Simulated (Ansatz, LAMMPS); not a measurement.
# Relaxing amorphous poly(vinyl fluoride) (as short chains C16F7H27), from a frame at 300 K (100 atoms), part 2 of 2

Wanted: the relaxed structure of amorphous poly(vinyl fluoride) (as short chains C16F7H27), from a frame at 300 K (100 atoms) and its electronic structure.

Ansatz 0.2.0; Kohn-Sham DFT, RPBE+D3(BJ), PAW (set soft_2), plane waves.

The cell: 32 C, 14 F and 54 H. The network of contacts between molecules at the start is that of the classical potential that made the cell. The density was typed from a rule of thumb and may lie off the real one at this temperature. Sampling is at Γ alone, for a cell whose shortest periodic width is 10 Å.

So far. Step 4 (Relaxation): The relaxation changed the energy by -53.0 meV/atom, and atoms moved by 0.48 Å r.m.s., 1.5 Å at most.

## 6. Single point at the relaxed geometry

One more single point at the end of the walk gives the fuller output and checks the residual forces.

File input.yaml:

```yaml
crystal:
  lattice:
    - [9.65568, 0.0, 0.0]
    - [0.0, 9.65568, 0.0]
    - [0.0, 0.0, 9.65568]
  atoms:
    - { symbol: C, position: [0.68964, 0.5782, 0.62064] }
    - { symbol: C, position: [0.60523, 0.66965, 0.52292] }
    - { symbol: C, position: [0.68634, 0.71814, 0.39726] }
    - { symbol: F, position: [0.74373, 0.59781, 0.33066] }
    - { symbol: C, position: [0.59742, 0.79329, 0.29144] }
    - { symbol: C, position: [0.67517, 0.82915, 0.15961] }
    - { symbol: F, position: [0.77117, 0.93817, 0.19053] }
    - { symbol: C, position: [0.58104, 0.87292, 0.04171] }
    - { symbol: C, position: [0.65462, 0.89537, 0.90304] }
    - { symbol: F, position: [0.74811, 0.78275, 0.88023] }
    - { symbol: C, position: [0.73308, 0.03126, 0.89262] }
    - { symbol: C, position: [0.76268, 0.0813, 0.74629] }
    - { symbol: F, position: [0.87392, 0.00181, 0.68814] }
    - { symbol: C, position: [0.79983, 0.23436, 0.74125] }
    - { symbol: C, position: [0.93649, 0.27072, 0.81262] }
    - { symbol: F, position: [0.03461, 0.29804, 0.70566] }
    - { symbol: C, position: [0.93394, 0.39764, 0.90699] }
    - { symbol: C, position: [0.87682, 0.37259, 0.0524] }
    - { symbol: F, position: [0.73233, 0.34264, 0.0418] }
    - { symbol: C, position: [0.94727, 0.25611, 0.13273] }
    - { symbol: C, position: [0.93988, 0.26806, 0.28978] }
    - { symbol: F, position: [0.79838, 0.27167, 0.33319] }
    - { symbol: C, position: [0.00866, 0.14696, 0.36224] }
    - { symbol: H, position: [0.72465, 0.48469, 0.56682] }
    - { symbol: H, position: [0.62724, 0.54686, 0.71024] }
    - { symbol: H, position: [0.78078, 0.63363, 0.65968] }
    - { symbol: H, position: [0.56662, 0.76206, 0.57692] }
    - { symbol: H, position: [0.5137, 0.61307, 0.48574] }
    - { symbol: H, position: [0.77599, 0.78115, 0.42844] }
    - { symbol: H, position: [0.55483, 0.88811, 0.33747] }
    - { symbol: H, position: [0.50925, 0.72703, 0.26501] }
    - { symbol: H, position: [0.73863, 0.74146, 0.12592] }
    - { symbol: H, position: [0.52466, 0.9675, 0.07035] }
    - { symbol: H, position: [0.504, 0.79073, 0.02866] }
    - { symbol: H, position: [0.57816, 0.88822, 0.81919] }
    - { symbol: H, position: [0.67063, 0.1115, 0.94319] }
    - { symbol: H, position: [0.82944, 0.02341, 0.95196] }
    - { symbol: H, position: [0.67316, 0.06158, 0.6791] }
    - { symbol: H, position: [0.71425, 0.29182, 0.78785] }
    - { symbol: H, position: [0.8074, 0.26786, 0.63311] }
    - { symbol: H, position: [0.97865, 0.18195, 0.86906] }
    - { symbol: H, position: [0.87563, 0.48198, 0.85794] }
    - { symbol: H, position: [0.04131, 0.43314, 0.91938] }
    - { symbol: H, position: [0.88283, 0.46965, 0.11118] }
    - { symbol: H, position: [0.05736, 0.25472, 0.10517] }
    - { symbol: H, position: [0.90341, 0.15641, 0.10144] }
    - { symbol: H, position: [0.98391, 0.36715, 0.32354] }
    - { symbol: H, position: [0.00338, 0.15982, 0.47468] }
    - { symbol: H, position: [0.11756, 0.13889, 0.33134] }
    - { symbol: H, position: [0.95512, 0.0512, 0.33347] }
    - { symbol: C, position: [0.45412, 0.52149, 0.05609] }
    - { symbol: C, position: [0.39756, 0.37421, 0.04676] }
    - { symbol: C, position: [0.36071, 0.30806, 0.18504] }
    - { symbol: F, position: [0.25098, 0.38951, 0.24539] }
    - { symbol: C, position: [0.48005, 0.29705, 0.28666] }
    - { symbol: C, position: [0.45113, 0.21892, 0.4214] }
    - { symbol: F, position: [0.39516, 0.08541, 0.38714] }
    - { symbol: C, position: [0.35423, 0.29246, 0.52154] }
    - { symbol: C, position: [0.34644, 0.23513, 0.66847] }
    - { symbol: F, position: [0.48433, 0.22898, 0.72392] }
    - { symbol: C, position: [0.28051, 0.09269, 0.68425] }
    - { symbol: C, position: [0.27918, 0.04233, 0.8336] }
    - { symbol: F, position: [0.2243, 0.14876, 0.92096] }
    - { symbol: C, position: [0.19164, 0.91511, 0.86737] }
    - { symbol: C, position: [0.21959, 0.78576, 0.78175] }
    - { symbol: F, position: [0.36609, 0.77301, 0.7605] }
    - { symbol: C, position: [0.14591, 0.78234, 0.64243] }
    - { symbol: C, position: [0.18904, 0.65881, 0.55575] }
    - { symbol: F, position: [0.17411, 0.53765, 0.63873] }
    - { symbol: C, position: [0.10442, 0.63628, 0.42503] }
    - { symbol: C, position: [0.11028, 0.75534, 0.32194] }
    - { symbol: F, position: [0.25225, 0.79145, 0.29752] }
    - { symbol: C, position: [0.04501, 0.71839, 0.18416] }
    - { symbol: H, position: [0.47138, 0.56268, 0.95162] }
    - { symbol: H, position: [0.38012, 0.58954, 0.10913] }
    - { symbol: H, position: [0.55295, 0.52513, 0.11139] }
    - { symbol: H, position: [0.3039, 0.37322, 0.98269] }
    - { symbol: H, position: [0.4722, 0.30652, 0.99453] }
    [... 16 atom lines left out ...]
    - { symbol: H, position: [0.14201, 0.54215, 0.37471] }
    - { symbol: H, position: [0.99551, 0.61977, 0.45326] }
    - { symbol: H, position: [0.06299, 0.84894, 0.3655] }
    - { symbol: H, position: [0.10485, 0.63567, 0.13471] }
    - { symbol: H, position: [0.0399, 0.80836, 0.11565] }
    - { symbol: H, position: [0.93961, 0.68116, 0.20177] }
kpoints:
  mp_grid: { grid: [1, 1, 1] }
hamiltonian:
  xc: rpbe
  dispersion: d3bj
scf:
  occupations: { method: fixed }
output:
  forces: true
  stress: true
  populations: true
  dos:
    method: { smearing: { sigma: 0.15 } }
    de: 0.1
    projected: { site_lists: { C: [C], F: [F], H: [H] } }
  eigenvalues: true
  write_density: true
  write_potential: true
  volumetric_format: npy
```

Run with:

```bash
> ansatz run input.yaml --threads 4 --pin off --max-ram 8192MiB --backend cpu --events-out ev --progress --plain --runs-dir out
```

It took 2.8 s on 4 threads of AMD EPYC 9R45, shared host; peak memory 1.1 GiB.

Read from the output:

| Quantity | Value |
| --- | --- |
| free energy | -20301.3555 eV |
| free energy per atom | -203.0136 eV/atom |
| SCF cycles | 9 |
| pressure | 0.5823 GPa |
| r.m.s. force component | 0.00856 eV/Å |
| longest force | 0.06316 eV/Å |
| Fermi energy | -1.248 eV |
| gap (highest filled to lowest empty level) | 6.585 eV |
| spilling of the projection | 0.01098 |

Löwdin charges by element (they lack the spilled electrons, 0.031 e an atom on average):

| element | coordination | atoms | mean charge (e) | spread | least | most |
| --- | --- | --- | --- | --- | --- | --- |
| C | all | 32 | -0.0861 | 0.270 | -0.454 | 0.230 |
| F | all | 14 | -0.320 | 0.0061 | -0.331 | -0.308 |
| H | all | 54 | 0.191 | 0.0104 | 0.161 | 0.215 |

States in the cell by windows of 1 eV, zero at the Fermi level; the larger projections on atomic orbitals stand beside the total:

| from (eV) | to (eV) | total | C p | F p | H s | C s |
| --- | --- | --- | --- | --- | --- | --- |
| -14 | -13 | 11.6 | 1.3 | 0.4 | 1.9 | 7.2 |
| -13 | -12 | 8.3 | 1.4 | 0.3 | 1.4 | 4.8 |
| -12 | -11 | 6.9 | 1.5 | 0.2 | 1.2 | 3.6 |
| -11 | -10 | 5.1 | 1.3 | 0.2 | 1.0 | 2.5 |
| -10 | -9 | 6.9 | 1.8 | 0.6 | 1.3 | 2.8 |
| -9 | -8 | 7.7 | 2.1 | 0.9 | 1.7 | 2.6 |
| -8 | -7 | 16.1 | 4.6 | 3.2 | 3.6 | 3.8 |
| -7 | -6 | 2.5 | 1.0 | 0.7 | 0.5 | 0.3 |
| -6 | -5 | 26.4 | 13.5 | 8.4 | 3.2 | 0.2 |
| -5 | -4 | 23.6 | 12.4 | 7.8 | 2.5 | 0.5 |
| -4 | -3 | 31.8 | 14.1 | 11.8 | 5.0 | 0.7 |
| -3 | -2 | 35.1 | 14.7 | 11.3 | 8.3 | 0.4 |
| -2 | -1 | 32.6 | 11.1 | 15.1 | 5.7 | 0.3 |
| -1 | 0 | 36.3 | 15.1 | 14.7 | 5.9 | 0.3 |
| 0 | 1 | 1.0 | 0.5 | 0.4 | 0.2 | 0.0 |
| 1 | 5 | 0.0 | 0.0 | 0.0 | 0.0 | 0.0 |

With fixed occupations the program's Fermi level is the highest filled level; weight inside the gap is the broadening of levels at its edges.

Between -24 and -14 eV lie 28 more states.

The levels nearest the highest filled one (over half full), pooled over k-points and spins:

| level less the highest filled one (eV) | occupation |
| --- | --- |
| -0.306 | 2 |
| -0.235 | 2 |
| -0.169 | 2 |
| -0.129 | 2 |
| -0.0941 | 2 |
| 0 | 2 |
| 6.59 | 0 |
| 7.04 | 0 |
| 7.27 | 0 |
| 7.30 | 0 |
| 7.44 | 0 |
| 7.51 | 0 |

Valence density in the ac plane at fractional y = 0.255, with atoms of C and F and H within 0.2 Å of it. It is the smooth field of the valence electrons, not physical close to the nuclei.

Ten steps, logarithmic in the rise over the least value, from '0' (0.01 × 1e0 e/Å³) to '9' (9.28 × 1e0 e/Å³), each cell a mean:
```
000001111012221000111101111
100011211000110000000001222
310001210000000000001112344
420000110000111000123334566
432000011112443101355555666
664200134435786311356666555
786310246656898411245665445
776310246655776310124664224
443100135664333100013553112
111000135654211000002332000
000001235654211000000110000
000001345665433210000000000
110001345566554310000000001
210001223356654310012332112
321000011235654210025774333
431000000135654210137996555
421000001134565421137986566
421000112345566631024554566
421000134555445541001223565
532100135654323320000013566
654200134543211100011113566
664200012332110000122223566
332100001122221000233223444
110000000112321000233211221
```
Columns run along a (9.7 Å), rows up along c (9.7 Å). Atoms in or near the plane, at fractional coordinates: C at (0.80, 0.74), C at (0.94, 0.81), C at (0.95, 0.13), C at (0.94, 0.29), F at (0.80, 0.33), H at (0.81, 0.63), H at (0.06, 0.11), C at (0.35, 0.67), H at (0.56, 0.23).

Electrostatic potential energy in the ac plane at fractional y = 0.255, with atoms of C and F and H within 0.2 Å of it. With pseudopotentials it is smooth inside the atoms' cores, unlike the true potential.

Ten even steps from '_' (-47 eV) to '@' (6 eV), each cell a mean:
```
@@@@@@@@@@@@@@@@@@@@@@@@%%%%@@@@@@@@@@@@@@@@@@@@@@@@@@
@@@@@@@@@@@@@@@@@@@@@@@@@@@@@@@@@@@@@@@@@@@@@@@@@@@@@@
%%@@@@@@@@@@@@@@@@@@@@@@@@@@@@@@@@@@@@@@@@@@@@%%##**##
##@@@@@@@@@@@@@@@@@@@@@@@@@@@@@@@@@@@@@@@@@@%%##::__::
**@@@@@@@@@@@@@@@@@@@@@@@@%%@@@@@@@@%%****++++**..____
****%%@@@@@@@@@@%%%%%%%%==--++@@@@@@%%**--____++++--==
--::**@@@@@@@@%%++--==++....--@@@@@@@@%%==____++%%%%##
====##@@@@@@@@##::____++====**@@@@@@@@@@##==++%%@@@@%%
@@%%@@@@@@@@@@%%--__::##%%@@@@@@@@@@@@@@%%----%%@@@@@@
@@@@@@@@@@@@@@%%##++**%%@@@@@@@@@@@@@@@@@@####@@@@@@@@
@@@@@@@@@@@@@@%%**::--##@@@@@@@@@@@@@@@@@@@@@@@@@@@@@@
@@@@@@@@@@@@%%##++__..**%%%%@@@@@@@@@@@@@@@@@@@@@@@@@@
@@@@@@@@@@@@######++++++==**%%%%@@@@@@@@@@@@@@@@@@@@@@
@@@@@@@@@@@@@@@@@@%%##::__--##@@@@@@@@@@@@@@@@@@@@@@@@
@@@@@@@@@@@@@@@@@@@@%%==::++%%@@@@@@@@@@##==++%%%%%%%%
%%@@@@@@@@@@@@@@@@@@@@##++++##@@@@@@@@@@==....==++--==
**@@@@@@@@@@@@@@@@@@@@##::..++%%@@@@@@@@++::..==..____
##@@@@@@@@@@@@@@@@%%%%##--::====##@@@@@@@@######--__..
%%@@@@@@@@@@@@@@##++++######**::**@@@@@@@@@@@@%%##++**
##%%@@@@@@@@@@%%**----##%%@@@@%%@@@@@@@@@@@@@@%%++::::
====**@@@@@@@@@@%%****%%@@@@@@@@@@@@@@@@@@@@@@%%::____
++::==%%@@@@@@@@@@@@@@@@@@@@@@@@@@@@@@@@@@@@@@%%++....
%%%%%%@@@@@@@@@@@@@@@@@@@@@@@@@@@@@@@@@@@@@@@@@@%%####
@@@@@@@@@@@@@@@@@@@@@@@@%%%%@@@@@@@@@@@@@@@@@@@@@@@@@@
```
Columns run along a (9.7 Å; values clipped at the 3rd and 97th percentile), rows up along c (9.7 Å). Atoms in or near the plane, at fractional coordinates: C at (0.80, 0.74), C at (0.94, 0.81), C at (0.95, 0.13), C at (0.94, 0.29), F at (0.80, 0.33), H at (0.81, 0.63), H at (0.06, 0.11), C at (0.35, 0.67), H at (0.56, 0.23).

Mean Löwdin charges: C -0.09, F -0.32, H +0.19 e (they miss 1.1 % of the electrons, so they add up to more than the cell's charge).

A closer look about C23, picked at random: 13 atoms, nearest first, numbered in the order of the input, with positions taken from that point.

| atom | x | y | z | distance (Å) | bonds | Löwdin charge (e) |
| --- | --- | --- | --- | --- | --- | --- |
| C23 | 0.00 | 0.00 | 0.00 | 0.00 | 4 | -0.45 |
| H48 | -0.05 | 0.12 | 1.09 | 1.09 | 1 | 0.20 |
| H50 | -0.52 | -0.92 | -0.28 | 1.10 | 1 | 0.19 |
| H49 | 1.05 | -0.08 | -0.30 | 1.10 | 1 | 0.19 |
| C21 | -0.66 | 1.17 | -0.70 | 1.52 | 4 | 0.23 |
| H47 | -0.24 | 2.13 | -0.37 | 2.17 | 1 | 0.18 |
| F22 | -2.03 | 1.20 | -0.28 | 2.38 | 1 | -0.32 |
| C20 | -0.59 | 1.05 | -2.22 | 2.52 | 4 | -0.29 |
| H46 | -1.02 | 0.09 | -2.52 | 2.72 | 1 | 0.18 |
| H45 | 0.47 | 1.04 | -2.48 | 2.73 | 1 | 0.20 |
| H97 | 0.52 | -2.88 | 0.03 | 2.93 | 1 | 0.18 |
| H84 | 2.32 | 1.45 | 1.13 | 2.96 | 1 | 0.20 |
| H86 | 1.60 | -0.46 | 2.72 | 3.19 | 1 | 0.20 |

The column of bonds counts only the pairs H-C within 1.34 Å, C-C within 1.85 Å, C-F within 1.62 Å; other neighbours, such as metal atoms beside each other in a compound, aren't counted, and periodic images can show an atom twice.

## 7. Another try, on a changed input

A doubtful change is made on purpose, to see how the program answers.

This step: Kohn-Sham DFT, RPBE+D3(BJ), PAW (set soft_2), localised support functions (medium) (Ansatz 0.2.0).

input.yaml, the sections that differ from step 6:

```yaml
crystal:
  lattice:
    - [9.65568, 0.0, 0.0]
    - [0.0, 9.65568, 0.0]
    - [0.0, 0.0, 9.65568]
  atoms:
    [... the 100 atom lines of step 3 ...]
scf:
  occupations: { method: fixed }
  eigensolver: { kind: { support_functions: { accuracy: medium, spacing: 0.45 } } }
  max_iter: 100
output:
  forces: true
# kpoints, hamiltonian: as in step 6
```

It took 12 s on 4 threads; peak memory 1.5 GiB; 45 s of CPU time.

The program notes that the band table was not solved further than the SCF left it, the forces don't sum to zero within tolerance, the grid leaves an egg-box force and it switched symmetry off.

The SCF closed, but on a changed input, so its numbers are not taken as the system's.

The fault in the input: a grid far too coarse (support_functions.accuracy = "medium" and support_functions.spacing = 0.45). The fix is to leave the spacing at the level's default.

How far it lies from the reference, the single point at the start:

| Item | Value |
| --- | --- |
| r.m.s. difference of force components | 1714 meV/Å |
| longest difference of force vectors | 10740 meV/Å |
| force difference over r.m.s. force | 158.1 % |
| energy difference | 643.4 meV/atom |
| gap difference | -0.191 eV |

## 8. Results

```yaml
energy_change_in_the_relaxation: -52.96 meV/atom
r_m_s_displacement: 0.483 Å
largest_displacement: 1.451 Å
free_energy_per_atom: -203.0136 eV/atom
pressure: 0.5823 GPa
r_m_s_force_component: 0.00856 eV/Å
spacing_of_highest_filled_and_lowest_empty_level: 6.585 eV
wall_time_of_the_4_dft_runs: 35 s
```

Relaxation lowers the energy by 53.0 meV/atom and moves atoms by 0.48 Å r.m.s.; the r.m.s. force component goes from 1.1 to 0.0086 eV/Å, the pressure goes from 5.4 to 0.58 GPa, and the gap from 6.32 to 6.59 eV. By the final cutoffs no bond was broken or made. From the first step to the last the energy fell by 5.296 eV, and the largest move was 1.45 Å (H99). The C-F bonds change most in mean length: from 1.360 Å (spread 0.022) to 1.433 Å (spread 0.005). With the cutoffs above, all C atoms have 4, all F atoms have 1 and all H atoms have 1 bonded neighbour. Between filled and empty levels lie 6.59 eV (at Γ alone); a semilocal functional tends to put such gaps too low. In a disordered cell it changes from sample to sample, and tail or defect levels can set it.

Caveats: The network of contacts between molecules at the start is that of the classical potential that made the cell; in DFT atoms moved by 0.48 Å r.m.s.

[Logs are printed without paths, hosts, clocks, repeated set-up lines and the standing remarks that a program may print on its own settings, such as how far it seeks lower states.]

[Hosts, paths, dates, database ids (printed as entryN), source tags and the programs' standing remarks are cut or masked in the printed files.]
